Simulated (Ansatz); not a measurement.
# Quasiparticle gap of GaN (P6_3mc)

Aim: the quasiparticle gap of GaN (P6_3mc), starting from HSE06.

Method: HSE06, then G0W0 on it, plane waves, PAW, in Ansatz 0.2.0.

The database entry behind the starting cell differs from later determinations by our own check (about 0.3 % short, ideal inner coordinate), so it need not match the best structure at ambient conditions.

**1. The structure**

Symmetry: P6_3mc, No. 186, hexagonal system. Conventional cell: a = 3.180 Å, b = 3.180 Å, c = 5.166 Å, α = 90.00°, β = 90.00°, γ = 120.00°. Nearest to Ga lie 4 N at 1.94 to 1.95 Å. Nearest to N lie 4 Ga at 1.94 to 1.95 Å. Farther neighbours and most contacts between anions are not listed.

As a file:

```cif
data_structure
_symmetry_space_group_name_H-M 'P 1'
_symmetry_Int_Tables_number 1
_cell_length_a 3.1800
_cell_length_b 3.1800
_cell_length_c 5.1660
_cell_angle_alpha 90.000
_cell_angle_beta 90.000
_cell_angle_gamma 120.000
_cell_volume 45.24
loop_
_atom_site_label
_atom_site_type_symbol
_atom_site_fract_x
_atom_site_fract_y
_atom_site_fract_z
_atom_site_occupancy
Ga1 Ga 0.33333 0.66667 0.00000 1
Ga2 Ga 0.66667 0.33333 0.50000 1
N3 N 0.33333 0.66667 0.37500 1
N4 N 0.66667 0.33333 0.87500 1
```

The cell and positions come from the Crystallography Open Database and are kept as given unless a step says otherwise. The default PAW set here is soft_2. Its files were made with PBE.

**2. The starting point: HSE06**

HSE06 mixes in a quarter of exact exchange at short range.

This step: DFT, HSE06, plane waves, PAW.

The input, input.yaml:

```yaml
crystal:
  lattice:
    - [3.18, 0.0, 0.0]
    - [-1.59, 2.753960784, 0.0]
    - [0.0, 0.0, 5.166]
  atoms:
    - { symbol: Ga, position: [0.3333333333, 0.6666666667, 0.0] }
    - { symbol: Ga, position: [0.6666666667, 0.3333333333, 0.5] }
    - { symbol: "N", position: [0.3333333333, 0.6666666667, 0.375] }
    - { symbol: "N", position: [0.6666666667, 0.3333333333, 0.875] }
kpoints:
  mp_grid: { grid: [6, 6, 4] }
  band_path:
    path:
      - [0.0, 0.0, 0.0]
      - [0.5, 0.0, 0.0]
      - [0.33333333, 0.33333333, 0.0]
      - [0.0, 0.0, 0.5]
      - [0.5, 0.0, 0.5]
      - [0.33333333, 0.33333333, 0.5]
    npoints: 1
hamiltonian:
  xc: hse06
scf:
  occupations: { method: fixed }
  n_extra_bands: 5
output:
  eigenvalues: true
```

Started as:

```
ansatz run input.yaml --threads 3 --pin off --max-ram 92160MiB --backend cuda --events-out ev --progress --plain --runs-dir out --devices 1 --max-vram 13GiB  # rebuilt from the run's record
```

Numbers of over 12 decimals in the logs are rounded to 6 here.

The log of the run:

```text
scf.n_extra_bands = 5 over 18 filled bands (N_el = 36.0): the run solves 23 bands
GPUs: using 1 of 1 available (devices: 1).
Engine: ansatz 0.2.0, x86_64-unknown-linux-gnu
Pseudopotentials: kind: paw
Pseudopotential: Ga, paw, valence charge 13, recommended cutoff 420 eV (normal), Ga.paw.azcp
Pseudopotential: N, paw, valence charge 5, recommended cutoff 420 eV (normal), N.paw.azcp
Functional definition: HSE06
  parameter a = 0.25
  parameter omega = 0.11/bohr
  exchange = pbe_x - a*pbe_x_sr(omega) + a*exact_x_sr(omega)
  correlation = pbe_c
davidson cushion auto → on  (no smearing: the cushion is to keep the highest requested band from converging to the state above it; pin scf.eigensolver.cushion to override)
device memory: the entry about to start is reckoned to put 0.6 GiB on a device that reports 26.1 GiB free (of which the cap on the GPU budget leaves the run 13.0 GiB)
GPU FFT provider: cuFFT
GPU libraries: cuBLAS 13.8.2, cuFFT 12.4.0, cuSOLVER 12.3.4
Crystal: 4 atoms, lattice volume = 45.242 Å³
Basis set: ecut = 420 eV, 881 PW (Γ)
Bands: 23, of which v1, the nominal top of the filled ones, is band 18 counted from 1 (17 counted from 0)
Symmetry: 12 space group operations
Space group: P63mc (ITA 186), of the structure as read, at distance tolerance 3.6e-5 Å
k-points: 21 of 144 (time reversal used)
Non-local potential: Ga, projectors of the file, l = 0: 2, l = 1: 2, l = 2: 3, l = 3: 1
Non-local potential: N, projectors of the file, l = 0: 2, l = 1: 2, l = 2: 1
PAW form: soft (Blöchl's): semilocal exchange-correlation on the pseudo side does not see the compensation charge
PAW frozen core: Ga, regenerated for the run's functional, and the local potential with it (the file was generated under x = pbe(κ = 0.804, μ = 0.219515), c = pbe(β = 0.066725))
PAW frozen core: N, regenerated for the run's functional, and the local potential with it (the file was generated under x = pbe(κ = 0.804, μ = 0.219515), c = pbe(β = 0.066725))
PAW one-centre angular grid: Ga, 590 points (default); XC on 64 Gauss nodes
PAW one-centre angular grid: N, 110 points (default); XC on 64 Gauss nodes
Initial density: superposition of atomic densities (neutral atoms: chi_scale 0, normalization atom), corrected by the library's trained network
Initial wavefunctions: pseudopotential atomic-orbital guess
GPU buffer pool allocated for 20736 grid points (all kernels)
GPU transforms: local potential and band sums: pruned to the plane-wave sphere, on 24×24×36
Functional: x = pbe(κ = 0.804, μ = 0.219515), c = pbe(β = 0.066725), warm-up for x = pbe(κ = 0.804, μ = 0.219515) + 0.25 (exact − pbe) at short range (hse, ω = 0.207870 Å⁻¹), c = pbe(β = 0.066725); HSE06 as pw.x's `hse` composes it (authors' and Libxc's form: `xc: wpbeh`)
SCF iter   1: F=—  HF=-8335.799813 eV  |F-HF|=—  |Δ(HF+E_count)|=         —  Δρ=9.17e-4  dr2=2.17e-4  ethr=1.77e-3  ⟨swp⟩=2.0  Hψ=3304  notcnv=0
preconditioner: auto → none  [insulator: Δε(μ)=1.958 eV  Ē_g=17.287 eV  n_scr=22 (ndim 8)  ℏωp=33.1 eV  f_vac=0.008]
SCF iter   2: F=-8335.800173 eV  HF=-8335.800113 eV  |F-HF|=5.97e-5  |Δ(HF+E_count)|=   3.01e-4  Δρ=4.61e-4  dr2=5.90e-5  ethr=6.02e-7  ⟨swp⟩=5.0  Hψ=1887  notcnv=0  defer=1
SCF 1 stopped early in 2 iterations: F = -8335.800173 eV  dr2 = 5.90e-5
  greatest PAW one-centre occupation: 0.995 electrons in one spin orbital (limit 2), on the Ga atom at site 0 (counted from 0), in its partial waves of l = 2
device memory: the entry about to start is reckoned to put 1.3 GiB on a device that reports 26.1 GiB free (of which the cap on the GPU budget leaves the run 13.0 GiB)
GPU FFT provider: cuFFT
GPU libraries: cuBLAS 13.8.2, cuFFT 12.4.0, cuSOLVER 12.3.4
Initial density: handed on by an earlier stage of this run
Initial wavefunctions: those handed on with the density
GPU buffer pool allocated for 20736 grid points (all kernels)
GPU transforms: local potential and band sums: pruned to the plane-wave sphere, on 24×24×36
Functional: x = pbe(κ = 0.804, μ = 0.219515) + 0.25 (exact − pbe) at short range (hse, ω = 0.207870 Å⁻¹), c = pbe(β = 0.066725); HSE06 as pw.x's `hse` composes it (authors' and Libxc's form: `xc: wpbeh`)
Exchange kernel: α = 0.2500, screened, ω = 0.2079 Å⁻¹, Wigner–Seitz truncation, v(0) = 1044.1015 eV·Å³, q-mesh 6×6×4, nearest image of the exchange supercell L = 19.08 Å, pair-density grid 18×18×30, without the augmentation charges, whose exchange is taken in its separable form by FFT convolution over the k-point mesh (sized by the pseudopotential files, 20×20×36 at the most), smooth part of the exact exchange by density-matrix convolution in up to 2.41 GiB of GPU memory as planned if the GPU has room (build and FFT work areas not counted)
Frozen-core exchange: fock
SCF iter   1: F=—  HF=-8336.828285 eV  |F-HF|=—  |Δ(HF+E_count)|=         —  Δρ=1.75e-2  dr2=5.48e-2  ethr=1.64e-6  ⟨swp⟩=7.5  Hψ=2622  notcnv=0
preconditioner: auto → none  [insulator: Δε(μ)=3.184 eV  Ē_g=20.421 eV  n_scr=22 (ndim 8)  ℏωp=33.1 eV  f_vac=0.008]
SCF iter   2: F=—  HF=-8336.801696 eV  |F-HF|=—  |Δ(HF+E_count)|=   2.66e-2  Δρ=4.30e-3  dr2=5.63e-3  ethr=1.64e-6  ⟨swp⟩=4.0  Hψ=2036  notcnv=0
SCF iter   3: F=—  HF=-8336.817439 eV  |F-HF|=—  |Δ(HF+E_count)|=   1.57e-2  Δρ=4.34e-3  dr2=3.12e-3  ethr=1.64e-6  ⟨swp⟩=4.0  Hψ=2022  notcnv=0
SCF iter   4: F=—  HF=-8336.816964 eV  |F-HF|=—  |Δ(HF+E_count)|=   4.75e-4  Δρ=1.46e-3  dr2=4.97e-4  ethr=1.64e-6  ⟨swp⟩=3.0  Hψ=1354  notcnv=0
SCF iter   5: F=—  HF=-8336.816968 eV  |F-HF|=—  |Δ(HF+E_count)|=   3.24e-6  Δρ=3.76e-4  dr2=7.98e-5  ethr=8.79e-7  ⟨swp⟩=3.0  Hψ=1243  notcnv=0
SCF iter   6: F=-8336.817226 eV  HF=-8336.817250 eV  |F-HF|=2.39e-5  |Δ(HF+E_count)|=   2.83e-4  Δρ=2.73e-4  dr2=1.39e-5  ethr=1.59e-7  ⟨swp⟩=4.0  Hψ=1678  notcnv=0
SCF 2 stopped early in 6 iterations: F = -8336.817226 eV  dr2 = 1.39e-5
  greatest PAW one-centre occupation: 0.996 electrons in one spin orbital (limit 2), on the Ga atom at site 1 (counted from 0), in its partial waves of l = 2
hybrid outer 1: dexx = +1.787e-2 eV, tail = 1.15e-4 eV
GPU FFT provider: cuFFT
GPU libraries: cuBLAS 13.8.2, cuFFT 12.4.0, cuSOLVER 12.3.4
GPU buffer pool allocated for 20736 grid points (all kernels)
GPU transforms: local potential and band sums: pruned to the plane-wave sphere, on 24×24×36
Exchange kernel: α = 0.2500, screened, ω = 0.2079 Å⁻¹, Wigner–Seitz truncation, v(0) = 1044.1015 eV·Å³, q-mesh 6×6×4, nearest image of the exchange supercell L = 19.08 Å, pair-density grid 18×18×30, without the augmentation charges, whose exchange is taken in its separable form by FFT convolution over the k-point mesh (sized by the pseudopotential files, 20×20×36 at the most), smooth part of the exact exchange by density-matrix convolution in up to 2.41 GiB of GPU memory as planned if the GPU has room (build and FFT work areas not counted)
Frozen-core exchange: fock
SCF iter   1: F=—  HF=-8336.816656 eV  |F-HF|=—  |Δ(HF+E_count)|=         —  Δρ=1.06e-4  dr2=5.87e-6  ethr=1.60e-6  ⟨swp⟩=3.0  Hψ=1146  notcnv=0
preconditioner: auto → none  [insulator: Δε(μ)=3.232 eV  Ē_g=20.255 eV  n_scr=22 (ndim 8)  ℏωp=33.1 eV  f_vac=0.011]
iter 2 solved again at ethr=1.28e-10 eV; its pass at ethr=1.53e-8 eV (dr2=4.60e-8 eV) is discarded
SCF iter   2: F=—  HF=-8336.816659 eV  |F-HF|=—  |Δ(HF+E_count)|=   2.50e-6  Δρ=1.60e-5  dr2=2.58e-7  ethr=1.28e-10  ⟨swp⟩=2.7  Hψ=2981  notcnv=0
SCF iter   3: F=—  HF=-8336.816661 eV  |F-HF|=—  |Δ(HF+E_count)|=   2.38e-6  Δρ=2.80e-5  dr2=2.60e-7  ethr=1.28e-10  ⟨swp⟩=4.6  Hψ=2032  notcnv=0
SCF iter   4: F=-8336.816661 eV  HF=-8336.816661 eV  |F-HF|=2.59e-8  |Δ(HF+E_count)|=   5.01e-8  Δρ=4.80e-6  dr2=9.97e-9  ethr=1.28e-10  ⟨swp⟩=4.0  Hψ=1695  notcnv=0
SCF 3 converged in 4 iterations: F = -8336.816661 eV  dr2 = 9.97e-9
hybrid outer 2: dexx = +2.213e-6 eV, tail = 1.75e-7 eV, Δε = 7.70e-3 eV (about 3.81e-4 eV left of the loop's levels)
device memory: the entry about to start is reckoned to put 0.4 GiB on a device that reports 26.5 GiB free (of which the cap on the GPU budget leaves the run 13.0 GiB)
NSCF: frozen V_eff on 6 k-points
hybrid SCF converged: 2 outer / 10 inner (+2 warm-up), last move |dexx| = 2.21e-6 eV, tail = 1.75e-7 eV
Stability not checked: this state was not tested for a lower state beside it, because the functional holds exact exchange (a hybrid, or Hartree-Fock), whose exchange loop this test does not read (fock_operator; see scf.lower_state_search)
Free energy (F): -8336.816661 eV
Frozen-core exchange: fock
Harris-Foulkes:  -8336.816661 eV  (|F-HF|=2.59e-8)
Internal energy: -8336.816661 eV  (E = F + TS)
E sigma→0 (E₀):  -8336.816661 eV
Fermi energy:    9.018836 eV
--- Per-component energies (eV) ---
  E_band       = -87.568080
  E_kinetic    = 494.356565
  E_local      = -3895.914301  (includes V_loc(G=0)·N_el)
  E_nonlocal   = 949.759013
  E_hartree    = 1801.716652
  E_xc         = -207.373558
  E_vxc        = -214.611540  (∫ρ·V_xc dr)
  E_exx        = -124.107508  (= α·E_x^exact, valence–valence)
  E_paw        = -4171.607042  (= ΣΔE_a)
  E_vpaw       = -776.377515  (= ΣTr[D̂ρ^β])
  E_aug_tail   = 0.000048  (compensation charges beyond the density's cutoff)
  E_ewald      = -3183.826728
  E_core_change = 0.180199  (= ΣΔE_core)
  E_smearing   = -0.000000  (= −TS)
  E_closure    = -0.000000  (closes the sum)
  Σ components = -8336.816661   (vs F -8336.816661, Δ=1.82e-12)
--- Band table (eV; the first three rows and the last of 21) ---
  k-point 0: bands = [... 14 lower, 7.8713, 8.9611, 9.0188, 9.0188, 12.2519, 14.7546, 20.0338, 20.5256, ... 1 higher]
  k-point 1: bands = [... 14 lower, 8.0311, 8.0311, 8.8427, 8.8427, 13.4451, 14.8673, 19.5832, 20.2557, ... 1 higher]
  k-point 2: bands = [... 14 lower, 8.4292, 8.4292, 8.4292, 8.4292, 14.7230, 14.7230, 19.1655, 19.1655, ... 1 higher]
  k-point 20: bands = [... 14 lower, 4.4756, 4.4756, 7.4071, 7.4071, 16.9825, 16.9825, 17.7351, 17.7351, ... 1 higher]
```

Elapsed: 23 s, on 1 × NVIDIA H100 80GB HBM3 (shared by 6 runs) with 3 threads of AMD EPYC 7R13 (Zen 3), shared host; peak memory 1.4 GiB; 29 s of CPU time.

Numbers from this step:

```
gap                     : 3.233 eV
valence top at          : Γ
conduction bottom at    : Γ
least direct gap        : 3.233 eV
exact-exchange fraction : 0.25
```

Over mesh and listed points the gap is 3.233 eV, direct, at k = Γ.

(Part 1 of 2 ends here.)

[Paths, hosts, dates, memory and timing lines, banners, echoed tables and standing remarks are left out of the program output.]

[Logs are printed without paths, hosts, clocks, repeated set-up lines and the standing remarks that a program may print on its own settings, such as how far it seeks lower states.]

[Runs of the session that timed out or met a known fault of the program may be left out.]

[Cells called generated may have been cut or substituted from an entry of the Crystallography Open Database or the Materials Project.]

[Hosts, paths, dates, database ids (printed as entryN), source tags and the programs' standing remarks are cut or masked in the printed files.]

[Where an RPA ε∞ is given, it is that of the G0W0 mesh and is not shown converged in it. Names of k-points follow the symmetry that the program found, which can be lower than the space group named. Band edges on a path are those of the sampled points; other points can move an edge, and change direct to indirect where valleys lie close.]

[Hybrid gaps are those of their k-mesh and are not shown converged in it.]
